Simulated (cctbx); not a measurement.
# Cu8S7 with cctbx, script by script

Library: cctbx 2025.11. The data are simulated by the first script.

## 1. Simulate the data

run.py:

```python
from cctbx import adptbx, crystal, miller, sgtbx, xray
from cctbx.array_family import flex
from iotbx.shelx import hklf
from scitbx import matrix
import scitbx.random

cs = crystal.symmetry(unit_cell=(14.114, 6.942, 7.165, 90, 119.62, 90), space_group_symbol='Hall: C -2y')  # Cm
atoms = [  # label, site, U (iso, or U11 U22 U33 U12 U13 U23 in A^2), occupancy
    ("Cu1", (0.5172, 0.2517, 0.4984), (0.0149, 0.0136, 0.0167, 0.0002, 0.0083, -0.0011), 1),
    ("Cu2", (0.766, 0.5, 0.4991), (0.0211, 0.0213, 0.0238, 0.0000, 0.0136, 0.0000), 1),
    ("Cu3", (0.7406, 0, 0.4961), (0.0199, 0.0151, 0.0184, 0.0000, 0.0107, 0.0000), 1),
    ("Cu4", (0.7561, 0.2488, 0.0038), (0.0176, 0.0215, 0.0236, 0.0021, 0.0096, 0.0013), 1),
    ("Cu5", (0.5135, 0, 0.0302), (0.0240, 0.0284, 0.0318, 0.0000, 0.0161, 0.0000), 1),
    ("Cu6", (0.5009, 0.5, 0.9906), (0.0173, 0.0178, 0.0235, 0.0000, 0.0113, 0.0000), 1),
    ("S1", (0.9501, 0.5, 0.5887), (0.0283, 0.0249, 0.0256, 0.0000, 0.0146, 0.0000), 1),
    ("S2", (0.9485, 0, 0.6301), (0.0271, 0.0311, 0.0338, 0.0000, 0.0152, 0.0000), 1),
    ("S3", (0.6876, 0, 0.1395), (0.0194, 0.0194, 0.0193, 0.0000, 0.0096, 0.0000), 1),
    ("S4", (0.5684, 0.5, 0.3622), (0.0289, 0.0260, 0.0270, 0.0000, 0.0147, 0.0000), 1),
    ("S5", (0.692, 0.5, 0.1273), (0.0328, 0.0262, 0.0255, 0.0000, 0.0155, 0.0000), 1),
    ("S6", (0.8224, 0.5, 0.8724), (0.0175, 0.0205, 0.0189, 0.0000, 0.0071, 0.0000), 1),
    ("S7", (0.814, 0, 0.8777), (0.0278, 0.0290, 0.0318, 0.0000, 0.0144, 0.0000), 1),
]
xs = xray.structure(crystal_symmetry=cs)
for label, site, u, occ in atoms:
    u = adptbx.u_cif_as_u_star(cs.unit_cell(), u) if isinstance(u, tuple) else u
    xs.add_scatterer(xray.scatterer(label, site=site, u=u, occupancy=occ))
xs.set_inelastic_form_factors(0.71073, "sasaki")
xs.show_summary()
p1 = xs.expand_to_p1()
ms = miller.build_set(p1, anomalous_flag=True, d_min=0.77)
flex.set_random_seed(352030)
scitbx.random.set_random_seed(352030)
ms = ms.select(flex.random_double(ms.size()) < 0.9)
i = ms.structure_factors_from_scatterers(p1, algorithm="direct").f_calc().as_intensity_array().data()
i = i * 40000 / flex.max(i)
sig = flex.sqrt(i + flex.pow2(0.02 * i) + 2 ** 2)
noise = scitbx.random.variate(scitbx.random.normal_distribution())(i.size())
data = ms.array(data=i + sig * noise, sigmas=sig).set_observation_type_xray_intensity()
with open("data.hkl", "w") as f:
    data.export_as_shelx_hklf(f)
print("reflections written:", data.size(), " <I/sigma> = %.1f" % flex.mean(data.data() / data.sigmas()))
for h, a, b in list(data.sort("data"))[:12]:
    print("%4d%4d%4d %9.1f %7.1f" % (h + (a, b)))
```

```console
$ python run.py
```

```text
Number of scatterers: 13
At special positions: 11
Unit cell: (14.114, 6.942, 7.165, 90, 119.62, 90)
Space group: C 1 m 1 (No. 8)
reflections written: 5043  <I/sigma> = 8.0
  -2  -2   3   41515.1   822.1
   2   2  -3   40434.6   824.6
  -2   2   3   40236.2   822.1
   6   2  -1   39593.3   804.6
   2  -2  -3   39567.3   824.6
   6  -2  -1   39147.1   804.6
  -6   2   1   38112.0   805.8
  -6  -2   1   38065.1   805.8
   0  -4   0   37429.2   754.3
  -4   0  -2   35576.4   723.9
   4   0   2   34784.6   720.5
   0   0   2   33780.0   694.6
```

It took 0.29 s on 1 thread of Arm Neoverse V2, with other jobs on the host, peak memory 0.07 GiB.

## 2. Refinement (refined in the given hand)

run.py:

```python
import math
from cctbx import adptbx, crystal, maptbx, sgtbx, xray
from cctbx.array_family import flex
from cctbx.xray import observations
from iotbx.shelx import hklf
from scitbx.lstbx import normal_eqns_solving
from smtbx import absolute_structure, utils
from smtbx.refinement import constraints, least_squares

cs = crystal.symmetry(unit_cell=(14.114, 6.942, 7.165, 90, 119.62, 90), space_group_symbol='Hall: C -2y')  # Cm
atoms = [  # label, site, U (iso, or U11 U22 U33 U12 U13 U23 in A^2), occupancy
    ("Cu1", (0.5187, 0.2493, 0.5019), 0.0200, 1),
    ("Cu2", (0.763, 0.5, 0.495), 0.0200, 1),
    ("Cu3", (0.7395, 0, 0.4981), 0.0200, 1),
    ("Cu4", (0.7557, 0.2486, 0.0034), 0.0200, 1),
    ("Cu5", (0.5167, 0, 0.0321), 0.0200, 1),
    ("Cu6", (0.5047, 0.5, 1.0004), 0.0200, 1),
    ("S1", (0.9519, 0.5, 0.5916), 0.0200, 1),
    ("S2", (0.9502, 0, 0.6286), 0.0200, 1),
    ("S3", (0.6883, 0, 0.1391), 0.0200, 1),
    ("S4", (0.5645, 0.5, 0.354), 0.0200, 1),
    ("S5", (0.6912, 0.5, 0.1247), 0.0200, 1),
    ("S6", (0.8234, 0.5, 0.8704), 0.0200, 1),
    ("S7", (0.8135, 0, 0.8812), 0.0200, 1),
]
xs = xray.structure(crystal_symmetry=cs)
for label, site, u, occ in atoms:
    u = adptbx.u_cif_as_u_star(cs.unit_cell(), u) if isinstance(u, tuple) else u
    xs.add_scatterer(xray.scatterer(label, site=site, u=u, occupancy=occ))
xs.set_inelastic_form_factors(0.71073, "sasaki")
xs.convert_to_anisotropic()
raw = hklf.reader(file_name="data.hkl").as_miller_arrays(crystal_symmetry=cs, anomalous=True)[0]
merged = raw.eliminate_sys_absent().merge_equivalents()
fo2 = merged.array().set_observation_type_xray_intensity()
print("Rint %.3f, %d unique reflections to %.2f A" % (merged.r_int(), fo2.size(), fo2.d_min()))
for sc in xs.scatterers():
    sc.flags.set_grad_site(True)
    sc.flags.set_grad_u_aniso(sc.flags.use_u_aniso())
    sc.flags.set_grad_u_iso(sc.flags.use_u_iso())
obs = fo2.as_xray_observations()
extra = {}
rep = constraints.reparametrisation(xs, [], utils.connectivity_table(xs), **extra)
ls = least_squares.crystallographic_ls(obs, rep, weighting_scheme=least_squares.mainstream_shelx_weighting(a=0, b=0))
print("cycle     R1     wR2    GooF  max shift (A)")
for cycle in range(8):
    ls.build_up()
    r1, wr2, goof = ls.r1_factor(cutoff_factor=2)[0], ls.wR2(), ls.goof()
    old = xs.sites_cart()
    normal_eqns_solving.levenberg_marquardt_iterations(ls, n_max_iterations=3, tau=1e-06, step_threshold=1e-7)
    big = flex.max((xs.sites_cart() - old).norms())
    print("%4d %7.4f %7.4f %7.3f %9.5f" % (cycle + 1, r1, wr2, goof, big))
    ls.build_up(objective_only=True)
    if abs(ls.wR2() - wr2) < 5e-5 and big < 5e-4:
        break
ls.build_up()
print("final R1 %.4f wR2 %.4f GooF %.3f  parameters %d  data/parameter %.1f" % (ls.r1_factor(cutoff_factor=2)[0], ls.wR2(), ls.goof(), ls.n_parameters, fo2.size() / ls.n_parameters))
cov = ls.covariance_matrix_and_annotations()
su = dict(zip(cov.annotations, (math.sqrt(max(v, 0)) for v in cov.matrix.matrix_packed_u_diagonal())))
a2 = cs.unit_cell().reciprocal_parameters()[0] ** -2
print("atom        x        y        z      Ueq    occ   su(xyz)  su(Uiso or U11)")
for sc in xs.scatterers():
    s = max(su.get(sc.label + k, 0) for k in (".x", ".y", ".z"))
    npd = "" if sc.is_positive_definite_u(cs.unit_cell()) else "  NPD"
    print("%-5s %8.5f %8.5f %8.5f %8.4f %6.3f %8.5f %7.4f%s" % ((sc.label,) + sc.site + (sc.u_iso_or_equiv(cs.unit_cell()), sc.occupancy, s, su.get(sc.label + ".uiso", su.get(sc.label + ".u11", 0) * a2), npd)))
fc = fo2.structure_factors_from_scatterers(xs, algorithm="direct").f_calc()
absolute_structure.flack_analysis(xs, fo2.as_xray_observations()).show()
h = absolute_structure.hooft_analysis(fo2, fc, scale_factor=ls.scale_factor())
print("Hooft y: %.3f(%.0f)  Bijvoet pairs: %d" % (h.hooft_y, 1000 * h.sigma_y, h.n_bijvoet_pairs))
fo = fo2.f_sq_as_f()
fc = fo.structure_factors_from_scatterers(xs, algorithm="direct").f_calc()
diff = fo.f_obs_minus_f_calc(1 / math.sqrt(ls.scale_factor()), fc).average_bijvoet_mates()
m = diff.fft_map(symmetry_flags=maptbx.use_space_group_symmetry, resolution_factor=0.25).apply_volume_scaling()
print("difference map: max %.2f min %.2f rms %.2f" % (m.statistics().max(), m.statistics().min(), m.statistics().sigma()))
peaks = m.peak_search(parameters=maptbx.peak_search_parameters(min_distance_sym_equiv=0.6, max_clusters=6)).all()
near = xs.closest_distances(peaks.sites(), distance_cutoff=4)
sps = cs.special_position_settings(min_distance_sym_equiv=0.5)
for k, (x, h) in enumerate(zip(peaks.sites(), peaks.heights())):
    ss = sps.site_symmetry(x)
    print("Q%-3d %7.4f %7.4f %7.4f %4d %7.2f  %.2f A from %s" % ((k + 1,) + tuple(t % 1 for t in ss.exact_site()) + (ss.multiplicity(), h, near.smallest_distances[k], xs.scatterers()[near.i_seqs[k]].label)))
```

```console
$ python run.py
```

```text
Rint 0.017, 1481 unique reflections to 0.77 A
cycle     R1     wR2    GooF  max shift (A)
   1  0.1099  0.2832   6.925   0.06520
   2  0.0168  0.0393   0.961   0.00062
   3  0.0168  0.0393   0.960   0.00000
final R1 0.0168 wR2 0.0393 GooF 0.960  parameters 84  data/parameter 17.6
atom        x        y        z      Ueq    occ   su(xyz)  su(Uiso or U11)
Cu1    0.51772  0.25177  0.49971   0.0149  1.000  0.00008  0.0004
Cu2    0.76656  0.50000  0.50026   0.0211  1.000  0.00018  0.0005
Cu3    0.74101  0.00000  0.49721   0.0173  1.000  0.00013  0.0005
Cu4    0.75663  0.24878  0.00518   0.0211  1.000  0.00010  0.0004
Cu5    0.51405  0.00000  0.03136   0.0270  1.000  0.00012  0.0004
Cu6    0.50143  0.50000  0.99193   0.0192  1.000  0.00012  0.0004
S1     0.95059  0.50000  0.59013   0.0258  1.000  0.00026  0.0007
S2     0.94892  0.00000  0.63159   0.0302  1.000  0.00029  0.0009
S3     0.68805  0.00000  0.14051   0.0192  1.000  0.00024  0.0006
S4     0.56878  0.50000  0.36365   0.0272  1.000  0.00031  0.0007
S5     0.69232  0.50000  0.12827   0.0276  1.000  0.00032  0.0008
S6     0.82279  0.50000  0.87347   0.0200  1.000  0.00027  0.0007
S7     0.81447  0.00000  0.87921   0.0298  1.000  0.00032  0.0008
Flack x: -0.006(16)
Hooft y: 0.003(18)  Bijvoet pairs: 722
difference map: max 0.29 min -0.26 rms 0.07
Q1    0.3660  0.0000  0.5945    2    0.30  1.21 A from S1
Q2    0.1291  0.5000  0.8035    2    0.26  2.13 A from S3
Q3    0.4186  0.2985  0.8824    4    0.25  1.74 A from Cu6
Q4    0.2140  0.5000  0.6549    2    0.24  1.36 A from Cu3
Q5    0.0926  0.1859  0.1411    4    0.24  1.76 A from Cu6
Q6    0.1196  0.0000  0.6665    2    0.24  1.92 A from S4
```

Time: 0.62 s.

## 3. Refinement

run.py, as its changes from the last script of this kind:

```diff
@@ -12,13 +12,13 @@
-    ("Cu1", (0.5187, 0.2493, 0.5019), 0.0200, 1),
-    ("Cu2", (0.763, 0.5, 0.495), 0.0200, 1),
-    ("Cu3", (0.7395, 0, 0.4981), 0.0200, 1),
-    ("Cu4", (0.7557, 0.2486, 0.0034), 0.0200, 1),
-    ("Cu5", (0.5167, 0, 0.0321), 0.0200, 1),
-    ("Cu6", (0.5047, 0.5, 1.0004), 0.0200, 1),
-    ("S1", (0.9519, 0.5, 0.5916), 0.0200, 1),
-    ("S2", (0.9502, 0, 0.6286), 0.0200, 1),
-    ("S3", (0.6883, 0, 0.1391), 0.0200, 1),
-    ("S4", (0.5645, 0.5, 0.354), 0.0200, 1),
-    ("S5", (0.6912, 0.5, 0.1247), 0.0200, 1),
-    ("S6", (0.8234, 0.5, 0.8704), 0.0200, 1),
-    ("S7", (0.8135, 0, 0.8812), 0.0200, 1),
+    ("Cu1", (0.48228, 0.74823, 0.50029), 0.0149, 1),
+    ("Cu2", (0.23344, 0.5, 0.49974), 0.0211, 1),
+    ("Cu3", (0.25899, 0, 0.50279), 0.0173, 1),
+    ("Cu4", (0.24337, 0.75122, 0.99482), 0.0211, 1),
+    ("Cu5", (0.48595, 0, 0.96864), 0.0270, 1),
+    ("Cu6", (0.49857, 0.5, 0.00807), 0.0192, 1),
+    ("S1", (0.04941, 0.5, 0.40987), 0.0258, 1),
+    ("S2", (0.05108, 0, 0.36841), 0.0302, 1),
+    ("S3", (0.31195, 0, 0.85949), 0.0192, 1),
+    ("S4", (0.43122, 0.5, 0.63635), 0.0272, 1),
+    ("S5", (0.30768, 0.5, 0.87173), 0.0276, 1),
+    ("S6", (0.17721, 0.5, 0.12653), 0.0200, 1),
+    ("S7", (0.18553, 0, 0.12079), 0.0298, 1),
```

```console
$ python run.py
```

```text
Rint 0.017, 1481 unique reflections to 0.77 A
cycle     R1     wR2    GooF  max shift (A)
   1  0.0409  0.1022   2.500   0.00791
   2  0.0291  0.0741   1.812   0.00002
final R1 0.0291 wR2 0.0741 GooF 1.812  parameters 84  data/parameter 17.6
atom        x        y        z      Ueq    occ   su(xyz)  su(Uiso or U11)
Cu1    0.48236  0.74820  0.50046   0.0149  1.000  0.00015  0.0007
Cu2    0.23349  0.50000  0.49976   0.0211  1.000  0.00035  0.0009
Cu3    0.25902  0.00000  0.50291   0.0175  1.000  0.00025  0.0010
Cu4    0.24342  0.75124  0.99497   0.0213  1.000  0.00020  0.0007
Cu5    0.48607  0.00000  0.96884   0.0273  1.000  0.00022  0.0008
Cu6    0.49856  0.50000  0.00819   0.0192  1.000  0.00023  0.0008
S1     0.04937  0.50000  0.40919   0.0268  1.000  0.00050  0.0013
S2     0.05100  0.00000  0.36830   0.0297  1.000  0.00055  0.0016
S3     0.31215  0.00000  0.85951   0.0197  1.000  0.00046  0.0011
S4     0.43061  0.50000  0.63614   0.0274  1.000  0.00060  0.0014
S5     0.30705  0.50000  0.87091   0.0285  1.000  0.00061  0.0015
S6     0.17734  0.50000  0.12607   0.0211  1.000  0.00052  0.0012
S7     0.18553  0.00000  0.12051   0.0297  1.000  0.00060  0.0015
Flack x: 0.975(18)
Hooft y: 1.020(19)  Bijvoet pairs: 722
difference map: max 0.41 min -0.31 rms 0.07
Q1    0.3776  0.0000  0.2106    2    0.42  2.12 A from S1
Q2    0.2749  0.0000  0.5187    2    0.40  0.20 A from Cu3
Q3    0.3802  0.5000  0.3347    2    0.37  1.91 A from S4
Q4    0.0042  0.0000  0.0460    2    0.32  0.24 A from Cu6
Q5    0.1323  0.5000  0.2270    2    0.29  1.18 A from S6
Q6    0.1216  0.0000  0.7611    2    0.28  2.27 A from S7
```

Time: 0.64 s.

This run holds a fault made on purpose: the structure inverted.

## 4. Simulate the data

run.py, as its changes from the last script of this kind:

```diff
@@ -27 +27 @@
-xs.set_inelastic_form_factors(0.71073, "sasaki")
+xs.set_inelastic_form_factors(1.54184, "sasaki")
@@ -30,3 +30,3 @@
-ms = miller.build_set(p1, anomalous_flag=True, d_min=0.77)
-flex.set_random_seed(352030)
-scitbx.random.set_random_seed(352030)
+ms = miller.build_set(p1, anomalous_flag=True, d_min=0.83)
+flex.set_random_seed(507010)
+scitbx.random.set_random_seed(507010)
@@ -35,2 +35,2 @@
-i = i * 40000 / flex.max(i)
-sig = flex.sqrt(i + flex.pow2(0.02 * i) + 2 ** 2)
+i = i * 20000 / flex.max(i)
+sig = flex.sqrt(i + flex.pow2(0.015 * i) + 15 ** 2)
```

```console
$ python run.py
```

```text
Number of scatterers: 13
At special positions: 11
Unit cell: (14.114, 6.942, 7.165, 90, 119.62, 90)
Space group: C 1 m 1 (No. 8)
reflections written: 4002  <I/sigma> = 5.0
   2   2  -3   20570.3   331.5
  -2   2   3   20387.8   332.0
  -2  -2   3   20054.1   332.0
   6   2  -1   19534.1   325.4
  -6   2   1   19485.9   325.2
   6  -2  -1   19323.4   325.4
  -6  -2   1   18967.7   325.2
   0  -4   0   18609.5   303.7
   0   4   0   17614.3   303.7
  -4   0  -2   17508.0   292.5
  -2  -2   1   16330.2   269.4
   0   0   2   16099.3   271.0
```

Time: 0.3 s.

## 5. Refinement (refined in the given hand)

run.py, as its changes from the last script of this kind:

```diff
@@ -12,13 +12,13 @@
-    ("Cu1", (0.48228, 0.74823, 0.50029), 0.0149, 1),
-    ("Cu2", (0.23344, 0.5, 0.49974), 0.0211, 1),
-    ("Cu3", (0.25899, 0, 0.50279), 0.0173, 1),
-    ("Cu4", (0.24337, 0.75122, 0.99482), 0.0211, 1),
-    ("Cu5", (0.48595, 0, 0.96864), 0.0270, 1),
-    ("Cu6", (0.49857, 0.5, 0.00807), 0.0192, 1),
-    ("S1", (0.04941, 0.5, 0.40987), 0.0258, 1),
-    ("S2", (0.05108, 0, 0.36841), 0.0302, 1),
-    ("S3", (0.31195, 0, 0.85949), 0.0192, 1),
-    ("S4", (0.43122, 0.5, 0.63635), 0.0272, 1),
-    ("S5", (0.30768, 0.5, 0.87173), 0.0276, 1),
-    ("S6", (0.17721, 0.5, 0.12653), 0.0200, 1),
-    ("S7", (0.18553, 0, 0.12079), 0.0298, 1),
+    ("Cu1", (0.5189, 0.2548, 0.4993), 0.0200, 1),
+    ("Cu2", (0.7667, 0.5, 0.5003), 0.0200, 1),
+    ("Cu3", (0.7405, 0, 0.4968), 0.0200, 1),
+    ("Cu4", (0.7576, 0.2502, 0.0004), 0.0200, 1),
+    ("Cu5", (0.5121, 0, 0.0356), 0.0200, 1),
+    ("Cu6", (0.5005, 0.5, 0.9939), 0.0200, 1),
+    ("S1", (0.95, 0.5, 0.5874), 0.0200, 1),
+    ("S2", (0.947, 0, 0.6308), 0.0200, 1),
+    ("S3", (0.6859, 0, 0.1373), 0.0200, 1),
+    ("S4", (0.57, 0.5, 0.3646), 0.0200, 1),
+    ("S5", (0.6908, 0.5, 0.1256), 0.0200, 1),
+    ("S6", (0.8226, 0.5, 0.8743), 0.0200, 1),
+    ("S7", (0.8144, 0, 0.882), 0.0200, 1),
@@ -30 +30 @@
-xs.set_inelastic_form_factors(0.71073, "sasaki")
+xs.set_inelastic_form_factors(1.54184, "sasaki")
```

```console
$ python run.py
```

```text
Rint 0.027, 1197 unique reflections to 0.83 A
cycle     R1     wR2    GooF  max shift (A)
   1  0.0933  0.1636   3.312   0.04863
   2  0.0280  0.0454   0.920   0.00027
final R1 0.0280 wR2 0.0454 GooF 0.920  parameters 84  data/parameter 14.2
atom        x        y        z      Ueq    occ   su(xyz)  su(Uiso or U11)
Cu1    0.51735  0.25157  0.49976   0.0150  1.000  0.00021  0.0009
Cu2    0.76620  0.50000  0.50060   0.0209  1.000  0.00045  0.0014
Cu3    0.74058  0.00000  0.49713   0.0174  1.000  0.00036  0.0013
Cu4    0.75631  0.24905  0.00546   0.0208  1.000  0.00025  0.0009
Cu5    0.51339  0.00000  0.03110   0.0264  1.000  0.00028  0.0012
Cu6    0.50140  0.50000  0.99173   0.0199  1.000  0.00032  0.0011
S1     0.95022  0.50000  0.58936   0.0271  1.000  0.00060  0.0017
S2     0.94825  0.00000  0.63086   0.0312  1.000  0.00066  0.0023
S3     0.68798  0.00000  0.14063   0.0175  1.000  0.00057  0.0014
S4     0.56825  0.50000  0.36202   0.0261  1.000  0.00077  0.0016
S5     0.69235  0.50000  0.12796   0.0296  1.000  0.00072  0.0022
S6     0.82244  0.50000  0.87391   0.0206  1.000  0.00062  0.0019
S7     0.81475  0.00000  0.87894   0.0275  1.000  0.00070  0.0021
Flack x: 0.06(11)
Hooft y: 0.010(99)  Bijvoet pairs: 582
difference map: max 0.66 min -0.66 rms 0.15
Q1    0.2233  0.1887  0.6880    4    0.67  1.90 A from S6
Q2    0.1391  0.0000  0.2723    2    0.60  1.43 A from S4
Q3    0.4747  0.0000  0.4235    2    0.58  1.39 A from S1
Q4    0.3437  0.1752  0.7333    4    0.57  1.70 A from S6
Q5    0.1509  0.5000  0.6161    2    0.56  1.84 A from Cu3
Q6    0.3426  0.0000  0.7945    2    0.53  0.75 A from S6
```

Time: 0.56 s.

## 6. Simulate the data

run.py, as its changes from the last script of this kind:

```diff
@@ -27 +27 @@
-xs.set_inelastic_form_factors(1.54184, "sasaki")
+xs.set_inelastic_form_factors(0.56087, "sasaki")
@@ -30,3 +30,3 @@
-ms = miller.build_set(p1, anomalous_flag=True, d_min=0.83)
-flex.set_random_seed(507010)
-scitbx.random.set_random_seed(507010)
+ms = miller.build_set(p1, anomalous_flag=True, d_min=0.6)
+flex.set_random_seed(254393)
+scitbx.random.set_random_seed(254393)
@@ -34,0 +35,4 @@
+law = matrix.sqr((-1, 0, 0, 0, -1, 0, 0, 0, -1))
+mate = flex.miller_index([tuple(matrix.row(h) * law) for h in ms.indices()])
+i2 = ms.customized_copy(indices=mate).structure_factors_from_scatterers(p1, algorithm="direct").f_calc().as_intensity_array().data()
+i = (1 - 0.3) * i + 0.3 * i2
@@ -36 +40 @@
-sig = flex.sqrt(i + flex.pow2(0.015 * i) + 15 ** 2)
+sig = flex.sqrt(i + flex.pow2(0.015 * i) + 2 ** 2)
```

```console
$ python run.py
```

```text
Number of scatterers: 13
At special positions: 11
Unit cell: (14.114, 6.942, 7.165, 90, 119.62, 90)
Space group: C 1 m 1 (No. 8)
reflections written: 10635  <I/sigma> = 4.7
   2   2  -3   19961.3   331.7
  -2   2   3   19911.2   331.4
   2  -2  -3   19738.1   331.7
   6   2  -1   19705.9   324.6
   6  -2  -1   19571.9   324.6
  -2  -2   3   19472.9   331.4
   0  -4   0   18348.0   305.4
   0   4   0   18066.4   305.4
  -4   0  -2   17526.9   293.5
   4   0   2   17062.5   293.1
   0   0   2   16834.5   282.7
  -2  -2   1   16768.9   279.9
```

Run time: 0.36 s on 1 thread of Arm Neoverse V2, on a shared host, peak memory 0.07 GiB.

[Logs are printed without paths, hosts, clocks, repeated set-up lines and the standing remarks that a program may print on its own settings, such as how far it seeks lower states.]
